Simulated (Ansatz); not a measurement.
## K2NaCl3 (P-3m1):Na_K, thermodynamic levels from a 54-atom cell

Charge states of Na_K in K2NaCl3 (P-3m1), set against the band edges. Model: a cell of 54 host atoms with 1 K taken out and 1 Na put in.

Method: place-levels on PBEsol runs: charge-transition levels and formation energies with image-charge correction and potential alignment at the atomic sites, in Ansatz 0.2.0.

**1. The starting structure**

The cell holds 54 atoms: 17 K, 10 Na and 27 Cl. Its edges and angles: a = 12.754 Å, b = 12.754 Å, c = 10.514 Å, α = 90.0°, β = 90.0°, γ = 120.0°. It derives from K2NaCl3 (space group P-3m1). Nearest the centre at fractional (0.556, 0.444, 0.322): Na26 at 0.00 Å, Cl48 at 3.09 Å, Cl30 at 3.09 Å, Cl54 at 3.09 Å, Cl22 at 3.09 Å, Cl46 at 3.09 Å, Cl28 at 3.09 Å, Na45 at 4.18 Å.

Structure file:

```xyz
54
Lattice="12.7542 0.0000 0.0000 -6.3771 11.0455 0.0000 0.0000 0.0000 10.5135" Properties=species:S:1:pos:R:3 pbc="T T T"
K     0.0000    2.4546    7.1259
K     2.1257    1.2273    3.3877
Na    0.0000    0.0000    0.0000
Cl    0.0000    2.4546    1.5168
Cl    2.1257    1.2273    8.9968
Cl    0.0000    0.0000    5.2568
K    -2.1257    6.1364    7.1259
K     0.0000    4.9091    3.3877
Na   -2.1257    3.6818    0.0000
Cl   -2.1257    6.1364    1.5168
Cl    0.0000    4.9091    8.9968
Cl   -2.1257    3.6818    5.2568
K    -4.2514    9.8182    7.1259
K    -2.1257    8.5909    3.3877
Na   -4.2514    7.3637    0.0000
Cl   -4.2514    9.8182    1.5168
Cl   -2.1257    8.5909    8.9968
Cl   -4.2514    7.3637    5.2568
K     4.2514    2.4546    7.1259
K     6.3771    1.2273    3.3877
Na    4.2514    0.0000    0.0000
Cl    4.2514    2.4546    1.5168
Cl    6.3771    1.2273    8.9968
Cl    4.2514    0.0000    5.2568
K     2.1257    6.1364    7.1259
Na    4.2514    4.9091    3.3877
Na    2.1257    3.6818    0.0000
Cl    2.1257    6.1364    1.5168
Cl    4.2514    4.9091    8.9968
Cl    2.1257    3.6818    5.2568
K     0.0000    9.8182    7.1259
K     2.1257    8.5909    3.3877
Na    0.0000    7.3637    0.0000
Cl    0.0000    9.8182    1.5168
Cl    2.1257    8.5909    8.9968
Cl    0.0000    7.3637    5.2568
K     8.5028    2.4546    7.1259
K    10.6285    1.2273    3.3877
Na    8.5028    0.0000    0.0000
Cl    8.5028    2.4546    1.5168
Cl   10.6285    1.2273    8.9968
Cl    8.5028    0.0000    5.2568
K     6.3771    6.1364    7.1259
K     8.5028    4.9091    3.3877
Na    6.3771    3.6818    0.0000
Cl    6.3771    6.1364    1.5168
Cl    8.5028    4.9091    8.9968
Cl    6.3771    3.6818    5.2568
K     4.2514    9.8182    7.1259
K     6.3771    8.5909    3.3877
Na    4.2514    7.3637    0.0000
Cl    4.2514    9.8182    1.5168
Cl    6.3771    8.5909    8.9968
Cl    4.2514    7.3637    5.2568
```

Screening for the image-charge correction: ε∞ = 2.45, ε0 = (5.79, 5.79, 5.54), from a response run on this crystal (DFPT, PBEsol) at that run's own cell.

The cell's shortest repeat is 10.5 Å.

**2. What was run first**

Levels follow from differences of total energies between charge states, each relaxed by itself.

Random displacements of about 0.05 Å break the site symmetry at the start, so that the relaxation can reach a distorted minimum if there is one. Forces are taken at one point at (¼, ¼, ¼). The cell holds 1 electron more than the neutral one, with a uniform background that keeps it neutral on the whole. The electron count is odd, so at least one spin is unpaired; this run locks the moment at 1 μB.

The sampling was tested on the host first: at the k-points planned (1x1x1 shifted 0.25 0.25 0.25) its energy lies -0.001 eV an atom from the dense-mesh value, under the bound of 0.02 eV set for this test; that bounds the host's error, not the defect's.

One state's input; the others differ in charge, spin, start and seed, and in occupations where the table says so.

qm1_M1.relax/input.yaml

```yaml
crystal:
  lattice:
    - [4.25140952, 0.0, 0.0]
    - [-2.12570476, 3.68182865, 0.0]
    - [0.0, 0.0, 10.51352333]
  atoms:
    - { symbol: K, position: [0.33333333, 0.66666667, 0.67778039] }
    - { symbol: K, position: [0.66666667, 0.33333333, 0.32221961] }
    - { symbol: Na, position: [0.0, 0.0, 0.0] }
    - { symbol: Cl, position: [0.33333333, 0.66666667, 0.14426665] }
    - { symbol: Cl, position: [0.66666667, 0.33333333, 0.85573335] }
    - { symbol: Cl, position: [0.0, 0.0, 0.5] }
  supercell: [3, 3, 1]
  defects: [{ substitution: { at: 25, symbol: Na } }]
total_charge: -1
basis:
  ecutwfc: 420
  xc_grid: 2
hamiltonian:
  xc: pbesol
kpoints:
  mp_grid: { grid: [1, 1, 1], shift: [0.25, 0.25, 0.25] }
magnetization:
  spin_polarized: true
  initial_magnetization: 1
  spin_locking: { lock_magnetization: hard }
scf:
  occupations: { method: fixed }
  max_iter: 100
output:
  forces: true
  charged_corrections: { epsilon: 2.45, static_epsilon: [5.79, 5.79, 5.54] }
relax:
  f_tol: 0.02
  max_steps: 80
  random_displacement: { amplitude: 0.05, seed: 8338 }
checkpoint:
  write: "../qm1_M1.relax.run"
  compress: false
  write_wavefunctions: true
  write_every: 100000
```

On the command line:

```
$ ansatz run input.yaml --threads 4 --pin off --max-ram 7536MiB --backend cpu --events-out ev --progress --plain --runs-dir out
```

Defect states can disperse in a cell of this size, so the energy is taken again at a 2×2×2 shifted mesh, on the relaxed structure.

The run of this state that the levels use, under PBEsol:

qm1_M1.point/input.yaml

```yaml
crystal:
  checkpoint: "../qm1_M1.relax.run"
  host: checkpoint
total_charge: -1
basis:
  ecutwfc: 420
  xc_grid: 2
hamiltonian:
  xc: pbesol
kpoints:
  mp_grid: { grid: [2, 2, 2], shift: [0.5, 0.5, 0.5] }
magnetization:
  spin_polarized: true
  initial_magnetization: 1
  spin_locking: { lock_magnetization: hard }
scf:
  occupations: { method: fermi_dirac, width: 0.01 }
  max_iter: 100
output:
  forces: true
  eigenvalues: true
  charged_corrections:
    epsilon: 2.45
    static_epsilon: [5.79, 5.79, 5.54]
    defect_position: [0.555556, 0.444444, 0.32222]
  eigenstates: { localisation: true }
  populations: true
  efg: {}
  band_densities: [{ bands: [v1, v1] }, { bands: [c1, c1] }]
  write_density: true
  write_potential: true
  volumetric_format: npy
checkpoint:
  read: "../qm1_M1.relax.run"
  write: "../qm1_M1.point.run"
  compress: false
  write_wavefunctions: false
  write_every: 100000
```

Relaxations under PBEsol at one point at (¼, ¼, ¼); times on 4 threads of Arm Neoverse V1, shared host:

```csv
charge,moment (μB),occupations,outcome,steps,largest displacement against the far atoms (Å),time
−1,1,fixed,converged,4,0.15,2.4 min
0,0,fixed,converged,4,0.15,62 s
+1,1,fixed,converged,4,0.16,3.2 min
```

Single points under PBEsol at a 2×2×2 shifted mesh; times on 4 threads of Arm Neoverse V1, shared host:

```csv
charge,moment (μB),occupations,outcome,time
−1,1,fermi-dirac,converged,4.6 min
0,0,fermi-dirac,converged,2 min
+1,1,fermi-dirac,converged,4.9 min
```

Distances (Å) from Na26 to the nearest atoms after relaxation with PBEsol:

```csv
charge,moment (μB),1.,2.,3.,4.,5.,6.
−1,1,Cl 2.94,Cl 2.94,Cl 2.94,Cl 2.94,Cl 2.94,Cl 2.95
0,0,Cl 2.93,Cl 2.94,Cl 2.95,Cl 2.95,Cl 2.95,Cl 2.96
+1,1,Cl 2.92,Cl 2.92,Cl 2.93,Cl 2.94,Cl 2.96,Cl 2.96
```

**3. Levels against the band edges, PBEsol**

A charged cell interacts with its images and the background, and its potential has another zero than the host's. place-levels removes the first by a point-charge model, screened by the static dielectric constant since the ions have relaxed around the charge, and the second by comparing potentials at atoms far from the defect.

The host is a run of the defect-free crystal in the same cutoffs, grids and k-points, so that basis and sampling errors cancel in part in the differences. The host is run in a cell of 6 atoms on a matching mesh. Its band edges are searched through the zone by a band path, so the gap is smaller than, or equal to, that on the mesh. Chemical potentials are energies per atom of K (bcc) and Na (bcc), run with the same functional and cutoff.

levels.point.yaml

```yaml
host:
  run: host.point.run
states: [qm1_M1.point.run, q0.point.run, qp1_M1.point.run]
geometry_from:
  qm1_M1.point.run: qm1_M1.relax.run
  q0.point.run: q0.relax.run
  qp1_M1.point.run: qp1_M1.relax.run
  host.point.run: host.relax.run
chemical_potentials:
  K:
    energy: -1516.029766
    dataset: <sha256 of the dataset>
  Na:
    energy: -1475.868162
    dataset: "<sha256 of the dataset>"
epsilon: 2.45
static_epsilon: [5.79, 5.79, 5.54]
vertical:
  - { from: qm1_M1.point.run, to: qm1_M1.point_neutral.run }
  - { from: qp1_M1.point.run, to: qp1_M1.point_neutral.run }
```

On the command line:

```
$ ansatz place-levels levels.point.yaml -- --threads 4 --pin off --max-ram 7536MiB
```

Numbers of over 12 decimals in the logs are rounded to 6 here.

The program printed:

```text
[... repeated set-up lines and file paths are left out, and long positions are rounded to six places ...]
(+1/0) 0.000 eV above the valence edge (-0.217 eV without the band-filling correction), 4.990 eV under the conduction edge
(0/-1) 5.040 eV above the valence edge (+5.634 eV without the band-filling correction), in the conduction band
formation energy of charge +1: +0.394 eV with the Fermi level at the valence edge
formation energy of charge 0: +0.394 eV with the Fermi level at the valence edge
formation energy of charge -1: +5.435 eV with the Fermi level at the valence edge
vertical -1 to 0: no energy, since no alignment is typed
  the change from vertical[0].from (qm1_M1.point.run) to vertical[0].to (qm1_M1.point_neutral.run): by its potential at epsilon 2.45 it stands at 0.527 0.475 0.010, with an rms radius of about 7.9 Å (4.9 4.9 3.8 Å across the planes of the cell's vectors); [...]
vertical +1 to 0: no energy, since no alignment is typed
  the change from vertical[1].from (qp1_M1.point.run) to vertical[1].to (qp1_M1.point_neutral.run): by its potential at epsilon 2.45 it stands at 0.606 0.485 0.030, with an rms radius of about 7.6 Å (4.9 4.8 3.3 Å across the planes of the cell's vectors); [...]
  edges by pbesol, gap 4.990 eV; the host is sampled to repeats of 25.51 Å
  the defect's cells are sampled to repeats of 25.51 Å, like sampling
  charge +1: -69275.4795 eV with its correction of +0.083 eV, at epsilon [5.79, 5.79, 5.54], aligned at sites: -0.2328 eV, mean over 34 atomic sites at or beyond 5.26 Å from the defect at [0.5556, 0.4444, 0.3222], with +0.000000 for the charge's moments and [...]
  states[2] (qp1_M1.point.run): levels filled in part (TS 0.011 eV): its energy is of no whole electron's
  charge 0: +0.000 eV for its dipole among its images, +0.000 omitted
  charge -1: -69267.8488 eV with its correction of +0.320 eV, at epsilon [5.79, 5.79, 5.54], aligned at sites: -0.0040 eV, mean over 34 atomic sites at or beyond 5.26 Å from the defect at [0.5556, 0.4444, 0.3222], with +0.000000 for the charge's moments and [...]
  of states[2] (qp1_M1.point.run): it parts from the run at its places by a charge that spreads by about 4.9 Å along one vector (1.9 Å or more is wide), by its potential at epsilon 2.45, taken for that of held ions (one typed too small widens it), where the [...]
  of states[1] (q0.point.run): its displacements don't fall off away from the defect: farther atoms stand 0.016 Å off the host's places. [...]
  of states[0] (qm1_M1.point.run): it parts from the run at its places by a charge that spreads by about 4.9 Å along one vector (1.9 Å or more is wide), by its potential at epsilon 2.45, taken for that of held ions (one typed too small widens it), where the [...]
  of vertical[0].from (qm1_M1.point.run): its displacements don't fall off away from the defect: farther atoms stand 0.013 Å off the host's places. [...]
  of vertical[0].to (qm1_M1.point_neutral.run): its displacements don't fall off away from the defect: farther atoms stand 0.013 Å off the host's places. [...]
  vertical[1].from (qp1_M1.point.run): levels filled in part (TS 0.011 eV): its energy is of no whole electron's
  of vertical[1].from (qp1_M1.point.run): it parts from the run at its places by a charge that spreads by about 4.9 Å along one vector (1.9 Å or more is wide), by its potential at epsilon 2.45, taken for that of held ions (one typed too small widens it), [...]
```

Wall time 0.35 s (4 threads of Arm Neoverse V1, shared host).

Under PBEsol the gap is 4.99 eV, (+1/0) 0.00 (with band filling), (0/−1) 5.04 (outside the gap) (with band filling) eV.

Levels between the charges placed, in eV above the valence top:

```csv
,gap (eV),(+1/0),(0/−1)
PBEsol,4.99,0.00,5.04
```

Corrections by state:

```csv
charge,moment (μB),image terms and alignment (eV),band filling (eV),ε used,"over the lowest of its charge, as the program ranks them, band filling apart (eV)"
+1,1.0,0.083,-0.217,"principal values (5.54, 5.79, 5.79)",0.000
0,0.0,0.000,-,-,0.000
−1,1.0,0.320,-0.593,"principal values (5.54, 5.79, 5.79)",0.000
```

The charged structures listed were also run neutral, and place-levels reads from each pair, by the potential or the spins, how wide the charge is by which they differ; that can be the carrier of either run.

```csv
charge,rms radius (Å),spread where it is widest against the cell (Å),wide from (Å),reading
+1,7.6,4.94,1.91,wide
−1,7.9,4.92,1.91,wide
```

The neutral runs of these pairs need not share the spin of the lowest neutral state, and very wide values only mean spread over the cell.

From the program's caveats on the states, each cut to its opening words:

- charge +1 (1 μB), −1 (1 μB): it parts from the run at its places by a charge that spreads by about 4.9 Å along one vector (1.9 Å or more is wide), by its potential at epsilon 2.45, taken [...]
- charge +1 (1 μB): a band-filling correction moves a carrier to the host's band edge, which changes its energy by -0.217 eV
- charge 0: its displacements don't fall off away from the defect: farther atoms stand 0.016 Å off the host's places
- charge −1 (1 μB): a band-filling correction moves a carrier to the host's band edge, which changes its energy by -0.593 eV
- charge −1 (1 μB): its displacements don't fall off away from the defect: farther atoms stand 0.013 Å off the host's places
- charge −1 (1 μB): its moments are held at its close (magnetization.spin_locking), by a field of 0.112 eV a Bohr magneton, and its energy and levels are of the state that this [...]

Formation energies (eV), elemental references (Δμ(K) = 0.00 eV, Δμ(Na) = 0.00 eV):

```csv
charge,Fermi level at the valence top,at the conduction bottom
+1,0.39,5.38
0,0.39,0.39
−1,5.43,0.44
```

**4. Effect of the sampling**

The relaxations' own energies give the levels at their sampling, for comparison.

levels.relax_mesh.yaml

```yaml
host:
  run: host.relax.run
states: [qm1_M1.relax.run, q0.relax.run, qp1_M1.relax.run]
chemical_potentials:
  K:
    energy: -1516.029766
    dataset: <sha256 of the dataset>
  Na:
    energy: -1475.868162
    dataset: "<sha256 of the dataset>"
```

On the command line:

```
$ ansatz place-levels levels.relax_mesh.yaml -- --threads 4 --pin off --max-ram 7536MiB
```

The program printed:

```text
[...]
formation energy of charge +1: +0.394 eV with the Fermi level at the valence edge
formation energy of charge 0: +0.394 eV with the Fermi level at the valence edge
formation energy of charge -1: +5.434 eV with the Fermi level at the valence edge
  edges by pbesol, gap 4.991 eV; the host is sampled to repeats of 16.53 Å
[... the lines on each state left out ...]
```

Run time: 0.11 s. Hardware: 4 threads.

Levels between neighbouring charges, in eV above the valence top:

```csv
,gap (eV),(+1/0),(0/−1)
"one point at (¼, ¼, ¼)",4.99,0.00,5.04
a 2×2×2 shifted mesh,4.99,0.00,5.04
```

Going from one point at (¼, ¼, ¼) to a 2×2×2 shifted mesh moves formation energies against the elements by up to 0.00 eV; band-filling terms, which differ between samplings, are in these energies.

**5. place-levels, r2SCAN**

r2SCAN on the same structure is run to see how far the result rests on the functional, though not on the errors that semilocal functionals share; the sampling changes too, to one point at (¼, ¼, ¼), so differences hold both changes.

qm1_M1.r2scan/input.yaml, as its differences from qm1_M1.point/input.yaml of step 2:

```diff
@@ -5,8 +5,8 @@
 basis:
-  ecutwfc: 420
+  ecutwfc: 500
   xc_grid: 2
 hamiltonian:
-  xc: pbesol
+  xc: r2scan
 kpoints:
-  mp_grid: { grid: [2, 2, 2], shift: [0.5, 0.5, 0.5] }
+  mp_grid: { grid: [1, 1, 1], shift: [0.25, 0.25, 0.25] }
 magnetization:
@@ -33,4 +33,3 @@
 checkpoint:
-  read: "../qm1_M1.relax.run"
-  write: "../qm1_M1.point.run"
+  write: "../qm1_M1.r2scan.run"
   compress: false
```

It took 2.9 min on 4 threads; peak memory 5.4 GiB; 11 min of CPU time.

levels.r2scan.yaml

```yaml
host:
  run: host.r2scan.run
states: [qm1_M1.r2scan.run, q0.r2scan.run, qp1_M1.r2scan.run]
geometry_from:
  qm1_M1.r2scan.run: qm1_M1.relax.run
  q0.r2scan.run: q0.relax.run
  qp1_M1.r2scan.run: qp1_M1.relax.run
  host.r2scan.run: host.relax.run
chemical_potentials:
  K:
    energy: -1542.480493
    dataset: <sha256 of the dataset>
  Na:
    energy: -1488.613462
    dataset: "<sha256 of the dataset>"
```

On the command line:

```
$ ansatz place-levels levels.r2scan.yaml -- --threads 4 --pin off --max-ram 7536MiB
```

The program printed:

```text
[...]
formation energy of charge +1: +0.358 eV with the Fermi level at the valence edge
formation energy of charge 0: +0.358 eV with the Fermi level at the valence edge
formation energy of charge -1: +6.239 eV with the Fermi level at the valence edge
  edges by r2scan, gap 5.839 eV; the host is sampled to repeats of 16.53 Å
[... the lines on each state left out ...]
```

The job ended after 0.2 s (4 threads).

Under r2SCAN the gap is 5.84 eV, (+1/0) 0.00 (with band filling), (0/−1) 5.88 (outside the gap) (with band filling) eV.

**6. What a wrong or other choice does**

In this try the input is made faulty on purpose, to show what that does.

Another version of the file is tried.

levels.try0.yaml is levels.point.yaml with these lines changed:

```diff
-  K:
-    energy: -1516.029766
-    dataset: <sha256 of the dataset>
-  Na:
-    energy: -1475.868162
-    dataset: "<sha256 of the dataset>"
+  K: -1516.029766
+  Na: -1475.868162
```

On the command line:

```
$ ansatz place-levels levels.try0.yaml -- --threads 4 --pin off --max-ram 7536MiB
```

The program printed:

```text
Error: YAML parse error: error: line 10 column 3: chemical_potentials.Na: expected a mapping of `energy` and `dataset` (the content sha256 that the runs behind the energy print of the element's pseudopotential file), got a number
  --> <input>:10:3
   |
 8 |   host.point.run: host.relax.run
 9 | chemical_potentials:
10 |   K: -1516.029766
   |   ^ chemical_potentials.Na: expected a mapping of `energy` and `dataset` (the content sha256 that the runs behind the energy print of the element's pseudopotential file), got a number
11 |   Na: -1475.868162
12 | epsilon: 2.45
   |
```

The change: chemical potentials as bare numbers.

No levels were formed: the file was rejected.

**7. Side by side**

Levels between neighbouring charges, in eV above each run's own valence top:

```csv
,gap (eV),(+1/0),(0/−1),CPU time a state at this stage (restarts are quicker than cold starts)
"PBEsol, 2×2×2 shifted mesh",4.99,0.00,5.04,15 min
"r2SCAN on PBEsol structures, (¼, ¼, ¼)",5.84,0.00,5.88,9.6 min
```

**8. Summary of results**

* gap of the host: 4.99 eV (PBEsol)
* level (plus 1/0): 0.00 eV above the valence top (-0.22 eV above the valence top without the band-filling term)
* level (0/minus 1): 5.04 eV above the valence top, past the conduction bottom (5.63 eV above the valence top without the band-filling term)
* lowest of the charges placed, just above the valence top (0.02 eV): 0
* lowest of the charges placed, just below the conduction bottom (0.02 eV): 0
* lowest formation energy at mid-gap of the charges run, elemental references: 0.39 eV

What this shows: Of the charges placed (−1, 0 and +1), 0 is the lowest from 0.02 eV above the valence top to 0.02 eV below the conduction bottom, a gap of 4.99 eV. States placed: +1 at 1 μB; 0 at 0 μB; −1 at 1 μB. Other spin states or structures, where not listed, weren't placed. The program finds carriers beyond a band edge of the host and adds a band-filling term at charge −1 (-0.59 eV) and +1 (-0.22 eV); steps to such a charge show no bound level, and a defect level inside a band would be read the same way. Going from one point at (¼, ¼, ¼) to a 2×2×2 shifted mesh moves formation energies against the elements by up to 0.00 eV; band-filling terms, which differ between samplings, are in these energies. Keep in mind: PBEsol makes the gap too small and tends to spread out bound carriers; where a gas molecule sets a chemical potential or the host's formation energy, its binding is uncorrected.

[Logs are printed without paths, hosts, clocks, repeated set-up lines and the standing remarks that a program may print on its own settings, such as how far it seeks lower states.]

[Hosts, paths, dates, database ids (printed as entryN), source tags and the programs' standing remarks are cut or masked in the printed files.]

[Where a table of states has a column of steps, it counts the stored structures, which are thinned; the runs took as many ionic steps or more.]

[A defect's name tells the site on which it was built; relaxed atoms can leave that site.]

[For some hosts the program warned that the k-mesh of the response run may be too coarse for force constants and the static dielectric constant; such warnings are not shown here.]
